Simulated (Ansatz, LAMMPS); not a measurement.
# Cu34Fe29Al37 (at. %) with crystalline order left by the classical run (73 atoms): a single point

What does DFT give for Cu34Fe29Al37 (at. %) with crystalline order left by the classical run (73 atoms) as built?

Main program and level: Ansatz 0.2.0; Kohn-Sham DFT, LDA, PAW (set soft_2), plane waves.

### 1. The starting structure

The cell holds 73 atoms: 25 Cu, 21 Fe and 27 Al. Cell: a = 10.165 Å, b = 10.165 Å, c = 10.165 Å, α = 90.0°, β = 90.0°, γ = 90.0°. 73 atoms (25 Cu, 21 Fe, 27 Al) placed at random at 5.2 g/cm³, melted at 2000 K for 10 ps at fixed volume with the MEAM Al-Si-Mg-Cu-Fe potential (Jelinek et al., Phys. Rev. B 85, 245102 (2012)). Quenched from 2000 K to 300 K at 30 K/ps and zero pressure, held 5 ps, then minimised at fixed cell.

What the set-up can't give: The quench rate of 30 K/ps is many orders above laboratory rates, so the cell is likely richer in defects and strain than a real sample. The network of bonds at the start is that of the classical potential that made the cell, and needn't be the one that DFT or experiment would give.

### 2. How the cell was made

A classical potential supplies the starting structure, since it reaches far longer times than DFT.

This step: classical MD, MEAM Al-Si-Mg-Cu-Fe potential (Jelinek et al., Phys. Rev. B 85, 245102 (2012)) (LAMMPS 22 Jul 2025 - Update 4).

Input file in.lmp:

```
# melt-quench of Cu25Fe21Al27
units metal
atom_style atomic
boundary p p p
region box block 0 10.3651 0 10.3651 0 10.3651
create_box 3 box
mass 1 63.5460   # Cu
mass 2 55.8450   # Fe
mass 3 26.9815   # Al
create_atoms 1 random 25 464477 NULL overlap 1.79 maxtry 2000
create_atoms 2 random 21 464484 NULL overlap 1.79 maxtry 2000
create_atoms 3 random 27 464491 NULL overlap 1.79 maxtry 2000
pair_style meam
pair_coeff * * library.meam AlS SiS MgS CuS FeS AlSiMgCuFe.meam CuS FeS AlS
neigh_modify delay 0 every 1 check yes
thermo_style custom step time temp pe press density
thermo_modify norm yes
timestep 0.002
thermo 100
min_style cg
minimize 1e-4 1e-4 200 2000
reset_timestep 0
velocity all create 2000 464478 mom yes dist gaussian
fix lim all nve/limit 0.05
fix lan all langevin 2000 2000 0.2 464479 zero yes
thermo 500
run 1000 post no
unfix lim
unfix lan
thermo 833
fix md all nvt temp 2000 2000 0.2
run 5000 post no
unfix md
thermo 2833
fix md all npt temp 2000 300 0.2 iso 0 0 2
run 28333 post no
unfix md
thermo 1250
fix md all npt temp 300 300 0.2 iso 0 0 2
run 2500 post no
unfix md
thermo 100
min_style cg
minimize 0 1e-3 2000 20000
write_dump all custom glass.dump id type xs ys zs modify sort id
```

Launch:

```
$ lmp -in in.lmp -log none -nocite
```

What it wrote:

```text
LAMMPS (22 Jul 2025 - Update 4)
Created orthogonal box = (0 0 0) to (10.3651 10.3651 10.3651)
Created 25 atoms
Created 21 atoms
Created 27 atoms
   Step          Time           Temp          PotEng         Press         Density
         0   0              0             -1.1576434      474688.58      5.2038833
        87   0.174          0             -3.2097979      24244.642      5.2038833
Loop time of 0.107724 s on 1 MPI rank(s) for 87 steps with 73 atoms
Minimization stats:
  Stopping criterion = energy tolerance
  Energy initial, next-to-last, final =
     -1.15764341408325  -3.20965019941545  -3.20979787765361
[... 34 lines left out ...]
     36250   72.5           295.27763     -3.4544338     -268.04647      5.4907253
     36833   73.666         297.86877     -3.4499913      6564.4875      5.5176304
Loop time of 2.24484 s on 1 MPI rank(s) for 2500 steps with 73 atoms
   Step          Time           Temp          PotEng         Press         Density
     36833   73.666         297.86877     -3.4499913      6564.4875      5.5176304
     36881   73.762         297.86877     -3.4883795     -1651.5796      5.5176304
Loop time of 0.0961317 s on 1 MPI rank(s) for 48 steps with 73 atoms
Minimization stats:
  Stopping criterion = force tolerance
  Energy initial, next-to-last, final =
     -3.44999128304032  -3.48837946099915  -3.48837946134284
  Force two-norm initial, final = 7.7598792 0.00070576817
  Iterations, force evaluations = 48 107
```

Run time: 30 s. Hardware: 1 thread of Arm Neoverse V1, shared host; peak memory 0.077 GiB.

### 3. Plane-wave single point

One self-consistent run at the given positions yields energy and forces.

Input file input.yaml:

```yaml
crystal:
  lattice:
    - [10.16479, 0.0, 0.0]
    - [0.0, 10.16479, 0.0]
    - [0.0, 0.0, 10.16479]
  atoms:
    - { symbol: Cu, position: [0.21896, 0.189, 0.25336] }
    - { symbol: Cu, position: [0.51838, 0.20474, 0.57707] }
    - { symbol: Cu, position: [0.30074, 0.6048, 0.3495] }
    - { symbol: Cu, position: [0.54522, 0.95042, 0.49166] }
    - { symbol: Cu, position: [0.2568, 0.4063, 0.17469] }
    - { symbol: Cu, position: [0.84933, 0.01346, 0.84939] }
    - { symbol: Cu, position: [0.85519, 0.43957, 0.96247] }
    - { symbol: Cu, position: [0.10797, 0.99146, 0.18012] }
    - { symbol: Cu, position: [0.89578, 0.21191, 0.28434] }
    - { symbol: Cu, position: [0.07007, 0.3378, 0.00034] }
    - { symbol: Cu, position: [0.62308, 0.96536, 0.24216] }
    - { symbol: Cu, position: [0.22161, 0.96432, 0.9421] }
    - { symbol: Cu, position: [0.91176, 0.45538, 0.68722] }
    - { symbol: Cu, position: [0.35111, 0.76348, 0.54084] }
    - { symbol: Cu, position: [0.40294, 0.58314, 0.10584] }
    - { symbol: Cu, position: [0.038, 0.10802, 0.99286] }
    - { symbol: Cu, position: [0.98522, 0.42577, 0.19609] }
    - { symbol: Cu, position: [0.21787, 0.9438, 0.59554] }
    - { symbol: Cu, position: [0.5036, 0.66583, 0.90511] }
    - { symbol: Cu, position: [0.15021, 0.35887, 0.39429] }
    - { symbol: Cu, position: [0.6532, 0.55027, 0.04872] }
    - { symbol: Cu, position: [0.03891, 0.27381, 0.58169] }
    - { symbol: Cu, position: [0.9768, 0.03738, 0.66236] }
    - { symbol: Cu, position: [0.50404, 0.81982, 0.07212] }
    - { symbol: Cu, position: [0.10471, 0.40194, 0.77487] }
    - { symbol: Fe, position: [0.88184, 0.70604, 0.79285], spin: 2.2 }
    - { symbol: Fe, position: [0.01085, 0.67851, 0.176], spin: 2.2 }
    - { symbol: Fe, position: [0.31829, 0.33722, 0.66399], spin: 2.2 }
    - { symbol: Fe, position: [0.58835, 0.74415, 0.6562], spin: 2.2 }
    - { symbol: Fe, position: [0.93236, 0.2425, 0.82008], spin: 2.2 }
    - { symbol: Fe, position: [0.55059, 0.47073, 0.25739], spin: 2.2 }
    - { symbol: Fe, position: [0.77032, 0.05831, 0.42717], spin: 2.2 }
    - { symbol: Fe, position: [0.27453, 0.19718, 0.01215], spin: 2.2 }
    - { symbol: Fe, position: [0.8103, 0.05567, 0.09678], spin: 2.2 }
    - { symbol: Fe, position: [0.70556, 0.78483, 0.39821], spin: 2.2 }
    - { symbol: Fe, position: [0.41378, 0.81984, 0.3002], spin: 2.2 }
    - { symbol: Fe, position: [0.54155, 0.40478, 0.89343], spin: 2.2 }
    - { symbol: Fe, position: [0.26977, 0.65631, 0.84063], spin: 2.2 }
    - { symbol: Fe, position: [0.74174, 0.33778, 0.14478], spin: 2.2 }
    - { symbol: Fe, position: [0.56438, 0.05633, 0.01196], spin: 2.2 }
    - { symbol: Fe, position: [0.96449, 0.81704, 0.50111], spin: 2.2 }
    - { symbol: Fe, position: [0.86968, 0.40892, 0.43843], spin: 2.2 }
    - { symbol: Fe, position: [0.73837, 0.77068, 0.11218], spin: 2.2 }
    - { symbol: Fe, position: [0.62587, 0.42913, 0.57137], spin: 2.2 }
    - { symbol: Fe, position: [0.46118, 0.15895, 0.33218], spin: 2.2 }
    - { symbol: Fe, position: [0.62403, 0.04975, 0.73206], spin: 2.2 }
    - { symbol: Al, position: [0.16286, 0.82414, 0.35656] }
    - { symbol: Al, position: [0.0935, 0.80824, 0.75405] }
    - { symbol: Al, position: [0.66968, 0.85499, 0.87611] }
    - { symbol: Al, position: [0.40057, 0.87244, 0.76991] }
    - { symbol: Al, position: [0.44064, 0.5497, 0.69986] }
    - { symbol: Al, position: [0.95378, 0.83936, 0.00026] }
    - { symbol: Al, position: [0.4458, 0.18823, 0.83077] }
    - { symbol: Al, position: [0.03023, 0.59175, 0.3955] }
    - { symbol: Al, position: [0.78517, 0.58068, 0.27026] }
    - { symbol: Al, position: [0.27723, 0.15771, 0.50612] }
    - { symbol: Al, position: [0.69742, 0.55063, 0.78755] }
    - { symbol: Al, position: [0.03962, 0.05628, 0.42586] }
    - { symbol: Al, position: [0.71004, 0.2225, 0.91898] }
    - { symbol: Al, position: [0.77944, 0.22656, 0.61988] }
    - { symbol: Al, position: [0.66426, 0.28925, 0.3723] }
    - { symbol: Al, position: [0.49236, 0.27596, 0.10758] }
    - { symbol: Al, position: [0.37141, 0.01593, 0.15996] }
    - { symbol: Al, position: [0.30584, 0.42015, 0.9082] }
    - { symbol: Al, position: [0.19777, 0.54976, 0.59866] }
    - { symbol: Al, position: [0.54067, 0.62935, 0.44162] }
    - { symbol: Al, position: [0.79702, 0.62727, 0.5582] }
    - { symbol: Al, position: [0.05693, 0.60077, 0.94033] }
    - { symbol: Al, position: [0.22837, 0.76198, 0.08411] }
    - { symbol: Al, position: [0.87746, 0.88818, 0.27288] }
    - { symbol: Al, position: [0.77288, 0.89464, 0.62121] }
    - { symbol: Al, position: [0.18514, 0.15171, 0.77041] }
    - { symbol: Al, position: [0.40221, 0.38726, 0.43664] }
magnetization:
  spin_polarized: true
kpoints:
  mp_grid: { grid: [2, 2, 2] }
hamiltonian:
  xc: lda
scf:
  occupations: { method: fermi_dirac, width: 0.1 }
output:
  forces: true
  stress: true
  populations: true
  dos:
    method: { smearing: { sigma: 0.15 } }
    de: 0.1
    projected: { site_lists: { Al: [Al], Cu: [Cu], Fe: [Fe] } }
  eigenvalues: true
  write_density: true
  write_potential: true
  volumetric_format: npy
```

Launch:

```
$ ansatz run input.yaml --threads 8 --pin off --max-ram 15872MiB --backend cpu --events-out ev --progress --plain --runs-dir out
```

What it wrote:

```text
Engine: ansatz 0.2.0, aarch64-unknown-linux-gnu
Pseudopotentials: kind: paw
Pseudopotential: Cu, paw, valence charge 19, recommended cutoff 420 eV (normal), Cu.paw.azcp
Pseudopotential: Fe, paw, valence charge 16, recommended cutoff 420 eV (normal), Fe.paw.azcp
Pseudopotential: Al, paw, valence charge 3, recommended cutoff 420 eV (normal), Al.paw.azcp
[... 3 lines on functional and potentials left out ...]
Crystal: 73 atoms, lattice volume = 1050.256 Å³
Basis set: ecut = 420 eV, 20377 PW (Γ)
Bands: 563, of which v1, the nominal top of the filled ones, is band 446 counted from 1 (445 counted from 0)
Symmetry: 1 space group operations
Space group: P1 (ITA 1), of the structure as read, at distance tolerance 1.0e-4 Å
Magnetic group: BNS 1.1 (UNI 1), of the structure as read, at distance tolerance 1.0e-4 Å
k-points: 8
[... 10 lines on functional and potentials left out ...]
Initial density: superposition of atomic densities (chi_scale 0.1, normalization cell)
Starting moments: Σ|m| = 46.2 μB on 21 of 73 sites
Initial wavefunctions: pseudopotential atomic-orbital guess
Functional: x = slater, c = lda
SCF iter   1: F=—  HF=-270590.404875 eV  |F-HF|=—  |Δ(HF+E_count)|=         —  Δρ=1.91e-1 (↑1.70e-1 ↓1.91e-1)  dr2=1.32e3  dr2_m=1.48e1  M=32.877 μB ∫|m|=36.785 μB  β_m=0.30  ethr=3.10e-3  ⟨swp⟩=5.0  Hψ=31315  notcnv=0  defer=155
Mixer restart at iter 1: flushing history
preconditioner: auto → Kerker (q_TF=auto, 2.655 Å⁻¹)  [metal: Δε(μ)=0.003 eV  Ē_g=5.382 eV  σ=0.100 eV  W_gap=0.01  n_scr=340 (ndim 8)  ℏωp=26.2 eV  f_vac=0.000  D(μ)=101.08/eV (n_scr^D=1308)]
spin=Collinear: Kerker preconditioning applied to the charge; magnetization (m = ρ↑ − ρ↓) channel mixes plain (no charge-response kernel on spin).
SCF iter   2: F=—  HF=-270594.004214 eV  |F-HF|=—  |Δ(HF+E_count)|=    3.60e0  Δρ=8.24e-2 (↑7.48e-2 ↓8.24e-2)  dr2=1.27e2  dr2_m=3.70e0  M=42.762 μB ∫|m|=48.058 μB  β_m=0.26  ethr=3.10e-3  ⟨swp⟩=4.0  Hψ=24078  notcnv=0  defer=725
SCF iter   3: F=—  HF=-270545.599088 eV  |F-HF|=—  |Δ(HF+E_count)|=    4.84e1  Δρ=2.66e-2 (↑2.29e-2 ↓2.66e-2)  dr2=2.52e1  dr2_m=2.29e0  M=41.727 μB ∫|m|=46.847 μB  β_m=0.42  ethr=3.10e-3  ⟨swp⟩=3.0  Hψ=18945  notcnv=0  defer=934
SCF iter   4: F=—  HF=-270548.653098 eV  |F-HF|=—  |Δ(HF+E_count)|=    3.05e0  Δρ=4.82e-2 (↑3.75e-2 ↓4.82e-2)  dr2=9.44e1  dr2_m=1.20e0  M=38.807 μB ∫|m|=44.262 μB  β_m=0.36  ethr=2.82e-3  ⟨swp⟩=2.8  Hψ=18333  notcnv=0  defer=929  recentre
SCF iter   5: F=—  HF=-270547.733379 eV  |F-HF|=—  |Δ(HF+E_count)|=   9.20e-1  Δρ=2.27e-2 (↑1.71e-2 ↓2.27e-2)  dr2=2.57e1  dr2_m=6.12e-1  M=38.777 μB ∫|m|=44.372 μB  β_m=0.35  ethr=2.82e-3  ⟨swp⟩=2.0  Hψ=17087  notcnv=0  defer=929
SCF iter   6: F=—  HF=-270547.111268 eV  |F-HF|=—  |Δ(HF+E_count)|=   6.22e-1  Δρ=1.21e-2 (↑9.86e-3 ↓1.21e-2)  dr2=5.33e0  dr2_m=4.14e-1  M=37.433 μB ∫|m|=43.430 μB  β_m=0.45  ethr=2.82e-3  ⟨swp⟩=2.1  Hψ=11206  notcnv=0  defer=928
SCF iter   7: F=—  HF=-270546.509005 eV  |F-HF|=—  |Δ(HF+E_count)|=   6.02e-1  Δρ=1.07e-2 (↑9.70e-3 ↓1.07e-2)  dr2=3.18e0  dr2_m=1.28e-1  M=37.329 μB ∫|m|=43.367 μB  β_m=0.48  ethr=5.98e-4  ⟨swp⟩=2.0  Hψ=14171  notcnv=0  defer=945
SCF iter   8: F=—  HF=-270546.323762 eV  |F-HF|=—  |Δ(HF+E_count)|=   1.85e-1  Δρ=5.18e-3 (↑3.48e-3 ↓5.18e-3)  dr2=3.44e-1  dr2_m=1.18e-1  M=38.180 μB ∫|m|=44.148 μB  β_m=0.52  ethr=3.57e-4  ⟨swp⟩=2.0  Hψ=14098  notcnv=0  defer=957
SCF iter   9: F=—  HF=-270546.324771 eV  |F-HF|=—  |Δ(HF+E_count)|=   1.01e-3  Δρ=5.16e-3 (↑3.10e-3 ↓5.16e-3)  dr2=3.80e-1  dr2_m=6.88e-2  M=38.468 μB ∫|m|=44.501 μB  β_m=0.59  ethr=3.86e-5  ⟨swp⟩=2.0  Hψ=16739  notcnv=0  defer=957
[...]
SCF iter  21: F=—  HF=-270546.352790 eV  |F-HF|=—  |Δ(HF+E_count)|=   1.57e-5  Δρ=6.15e-5 (↑5.30e-5 ↓6.15e-5)  dr2=9.41e-5  dr2_m=1.03e-6  M=39.304 μB ∫|m|=45.518 μB  β_m=0.52  ethr=1.85e-9  ⟨swp⟩=2.0  Hψ=16241  notcnv=0  defer=941  recentre
SCF iter  22: F=—  HF=-270546.352777 eV  |F-HF|=—  |Δ(HF+E_count)|=   1.29e-5  Δρ=2.41e-5 (↑2.26e-5 ↓2.41e-5)  dr2=1.47e-5  dr2_m=7.10e-7  M=39.304 μB ∫|m|=45.518 μB  β_m=0.42  ethr=1.85e-9  ⟨swp⟩=2.0  Hψ=16273  notcnv=0  defer=941
SCF iter  23: F=—  HF=-270546.352774 eV  |F-HF|=—  |Δ(HF+E_count)|=   2.78e-6  Δρ=9.29e-6 (↑6.36e-6 ↓9.29e-6)  dr2=1.38e-6  dr2_m=1.75e-7  M=39.304 μB ∫|m|=45.518 μB  β_m=0.42  ethr=1.65e-9  ⟨swp⟩=2.0  Hψ=15792  notcnv=0  defer=941
SCF iter  24: F=—  HF=-270546.352774 eV  |F-HF|=—  |Δ(HF+E_count)|=   1.23e-7  Δρ=5.10e-6 (↑3.28e-6 ↓5.10e-6)  dr2=3.78e-7  dr2_m=9.72e-8  M=39.304 μB ∫|m|=45.519 μB  β_m=0.57  ethr=1.55e-10  ⟨swp⟩=2.0  Hψ=15661  notcnv=0  defer=941
SCF iter  25: F=—  HF=-270546.352775 eV  |F-HF|=—  |Δ(HF+E_count)|=   1.95e-7  Δρ=5.91e-6 (↑4.48e-6 ↓5.91e-6)  dr2=7.77e-7  dr2_m=5.28e-8  M=39.304 μB ∫|m|=45.519 μB  β_m=0.52  ethr=4.24e-11  ⟨swp⟩=2.0  Hψ=16199  notcnv=0  defer=941
SCF iter  26: F=—  HF=-270546.352774 eV  |F-HF|=—  |Δ(HF+E_count)|=   6.55e-8  Δρ=2.31e-6 (↑2.31e-6 ↓2.15e-6)  dr2=1.48e-7  dr2_m=1.53e-8  M=39.304 μB ∫|m|=45.519 μB  β_m=0.51  ethr=4.24e-11  ⟨swp⟩=2.0  Hψ=16164  notcnv=0  defer=941
SCF iter  27: F=—  HF=-270546.352774 eV  |F-HF|=—  |Δ(HF+E_count)|=   1.26e-8  Δρ=1.95e-6 (↑1.62e-6 ↓1.95e-6)  dr2=8.01e-8  dr2_m=8.45e-9  M=39.304 μB ∫|m|=45.519 μB  β_m=0.58  ethr=1.66e-11  ⟨swp⟩=2.0  Hψ=15764  notcnv=0  defer=941
SCF iter  28: F=—  HF=-270546.352774 eV  |F-HF|=—  |Δ(HF+E_count)|=   1.84e-8  Δρ=2.97e-6 (↑1.78e-6 ↓2.97e-6)  dr2=2.11e-7  dr2_m=6.66e-9  M=39.304 μB ∫|m|=45.519 μB  β_m=0.47  ethr=8.98e-12  ⟨swp⟩=2.0  Hψ=16150  notcnv=0  defer=941
SCF iter  29: F=—  HF=-270546.352774 eV  |F-HF|=—  |Δ(HF+E_count)|=   1.36e-8  Δρ=2.11e-6 (↑1.05e-6 ↓2.11e-6)  dr2=1.29e-7  dr2_m=3.56e-9  M=39.304 μB ∫|m|=45.519 μB  β_m=0.45  ethr=8.98e-12  ⟨swp⟩=2.0  Hψ=15843  notcnv=0  defer=941
SCF iter  30: F=-270546.352774 eV  HF=-270546.352774 eV  |F-HF|=1.66e-8  |Δ(HF+E_count)|=   4.42e-9  Δρ=7.10e-7 (↑3.63e-7 ↓7.10e-7)  dr2=1.69e-8  dr2_m=5.06e-10  M=39.304 μB ∫|m|=45.519 μB  ethr=8.98e-12  ⟨swp⟩=13.0  Hψ=56900  notcnv=0
SCF 1 converged in 30 iterations: F = -270546.352774 eV  dr2 = 1.69e-8
  greatest PAW one-centre occupation: 1.004 electrons in one spin orbital (limit 2), on the Fe atom at site 33 (counted from 0), in its partial waves of l = 1
SCF converged after 30 iterations
Magnetization: 39.3041 μB (465.6521 up, 426.3479 down)
Absolute magnetization: 45.5729 μB (∫|ρ↑−ρ↓|, with the PAW one-centre terms)
Spin contamination: 2.2217 ħ² per cell (⟨S²⟩ above its minimum at these occupations)
Per-site moments (μB) at R_I (Å): [(0.027451, 0.969327), (0.071721, 1.020244), (0.00278651, 1.039408), (0.070282, 1.042879), (0.011048, 0.981910), [...]
Free energy (F): -270546.352774 eV
Harris-Foulkes:  -270546.352774 eV  (|F-HF|=1.66e-8)
Internal energy: -270544.242265 eV  (E = F + TS)
E sigma→0 (E₀):  -270545.297520 eV
Entropy (-TS):   -2.110509 eV (-28.911 meV/atom)
Fermi energy:    11.551524 eV
--- Per-component energies (eV) ---
  E_band       = -17508.873011
  E_kinetic    = 15488.733532
  E_local      = -208365.304935  (includes V_loc(G=0)·N_el)
  E_nonlocal   = 14841.613240
  E_hartree    = 92528.386105
  E_xc         = -5714.314974
  E_vxc        = -6817.776354  (∫ρ·V_xc dr)
  E_paw        = -79235.894332  (= ΣΔE_a)
  E_vpaw       = -17712.929169  (= ΣTr[D̂ρ^β])
  E_aug_tail   = 0.022618  (compensation charges beyond the density's cutoff)
  E_ewald      = -100108.661618
  E_core_change = 21.178097  (= ΣΔE_core)
  E_smearing   = -2.110509  (= −TS)
  E_closure    = -0.000000  (closes the sum)
  Σ components = -270546.352774   (vs F -270546.352774, Δ=0.00e0)
--- Forces (eV/Å), atoms counted from 1 ---
  atom   1  Cu    -0.04259661    -0.49444150     0.10383088
  atom   2  Cu     0.13162801    -0.21330017    -0.19553318
  atom   3  Cu    -0.09986742    -0.34370992    -0.46936653
  atom   4  Cu    -0.17436960     0.08904312     0.02708783
  atom   5  Cu     0.05911085     0.11726455    -0.08342650
  atom   6  Cu    -0.16326518     0.04864571     0.56757188
  atom   7  Cu     0.12614356     0.22545884    -0.52944774
  atom   8  Cu    -0.10895657    -0.59354702    -0.13400642
  atom   9  Cu     0.16736191    -0.16452203     0.01977858
  atom  10  Cu     0.53281597     0.12796041     0.19848031
  atom  11  Cu    -0.31849508     0.03411655     0.16772930
  atom  12  Cu     0.37260877    -0.19368516    -0.22425248
  atom  13  Cu    -1.44780252     0.32190563    -0.30316294
  atom  14  Cu     0.33494221    -0.32936980    -0.02459518
[...]
atom  72  Al    -0.68166650     0.08763704     0.12949215
  atom  73  Al    -0.03369008    -0.04062585    -0.08571221
  max |Σ_I F_I| component: 3.98e-5 eV/Å
--- Stress (GPa, compression-positive) ---
      -14.037297       0.637373      -0.753609
        0.637373     -13.650906      -1.337668
       -0.753609      -1.337668     -14.671893
  P = ⅓ Tr σ = -14.1200 GPa (-141.200 kbar)
--- Band table (eV; the first three rows and the last of 16) ---
  k-point 0 ↑: bands = ["-100.8184", "-100.6692", "-100.6584", "-100.6288", [... 547 levels ...], "17.8353", "17.8748", "17.9417", "17.9767", "18.0998", "18.1893", "18.1982", "18.2510", "18.2997", "18.3545", "18.4247", "18.4966"]
[...]
--- Löwdin populations: 73 sites ---
  site symbol       q [e]    m [muB]
     0     Cu     18.5939     0.0184
     1     Cu     18.4638     0.0578
     2     Cu     18.4779    -0.0069
[...]
72     Al      3.4106    -0.0794
  spilling = 0.007490 (of n_electrons = 892.000000)
```

Run time: 14 min. Hardware: 8 threads of Arm Neoverse V1, shared host; peak memory 11 GiB.

The program notes that it cut back its work space to fit the memory limit.

Numbers from this run:

```
free energy                             : -270546.3528 eV
free energy per atom                    : -3706.1144 eV/atom
SCF cycles                              : 30
pressure                                : -14.12 GPa
r.m.s. force component                  : 0.3336 eV/Å
longest force                           : 1.514 eV/Å
Fermi energy                            : 11.55 eV
levels partly filled by over 2 per cent : 399
total moment                            : 39.3 μB
absolute moment                         : 45.57 μB
spilling of the projection              : 0.00749
```

Length of the force by element and coordination:

```csv
element,coordination,atoms,mean length of the force (eV/Å),spread,least,most
Al,all,27,0.443,0.175,0.0835,0.797
Cu,all,25,0.589,0.304,0.156,1.51
Fe,all,21,0.541,0.228,0.147,1.12
```

Magnetic moments by element and coordination:

```csv
element,coordination,atoms,mean moment (μB),spread,least,most
Al,all,27,-0.0359,0.0114,-0.0533,-0.0042
Cu,all,25,0.0323,0.0244,-0.0066,0.0761
Fe,all,21,1.88,0.361,1.12,2.56
```

States in the cell by windows of 1 eV, zero at the Fermi level; the larger projections on atomic orbitals stand beside the total:

```csv
from (eV),to (eV),total up,total down,Cu d,Fe d,Al p,Al s,Cu s
-14,-10,0.0,0.0,0.0,0.0,0.0,0.0,0.0
-10,-9,1.4,1.3,0.0,0.0,0.3,1.0,0.7
-9,-8,3.6,3.5,0.1,0.1,1.6,2.6,1.4
-8,-7,5.5,5.6,0.2,0.2,3.4,3.7,2.1
-7,-6,8.1,7.6,1.0,0.7,5.0,5.2,2.4
-6,-5,10.7,9.9,3.5,1.8,6.0,4.9,2.9
-5,-4,28.1,23.3,29.0,5.3,8.1,3.4,3.5
-4,-3,71.5,64.3,103.7,14.7,10.4,2.1,2.4
-3,-2,68.5,54.8,79.9,28.0,9.2,2.1,1.8
-2,-1,64.3,29.8,20.6,57.5,9.3,1.8,1.9
-1,0,20.5,43.7,5.5,41.9,9.1,1.7,1.9
0,1,12.1,38.3,2.5,32.8,7.7,1.8,1.6
1,2,12.9,18.3,1.2,10.4,9.1,3.1,2.3
2,3,12.1,13.5,0.7,4.8,7.9,3.5,2.6
3,4,13.1,13.6,0.6,3.2,8.5,3.8,3.0
4,5,14.3,15.5,0.4,2.5,9.9,3.6,3.2
```

The levels nearest the highest filled one (over half full), pooled over k-points and spins:

```csv
level less the highest filled one (eV),occupation
-0.0107,0.529
-0.0087,0.524
-0.0065,0.519
-0.0047,0.514
-9.0e-4,0.504
0,0.502
0.0019,0.497
0.0042,0.492
0.0056,0.488
0.0058,0.488
0.0103,0.477
0.012,0.472
```

[end of part 1 of 2]

[Long decimals in the printed logs are rounded to 6 places.]

[Logs are printed without paths, hosts, clocks, repeated set-up lines and the standing remarks that a program may print on its own settings, such as how far it seeks lower states.]

[Hosts, paths, dates, database ids (printed as entryN), source tags and the programs' standing remarks are cut or masked in the printed files.]
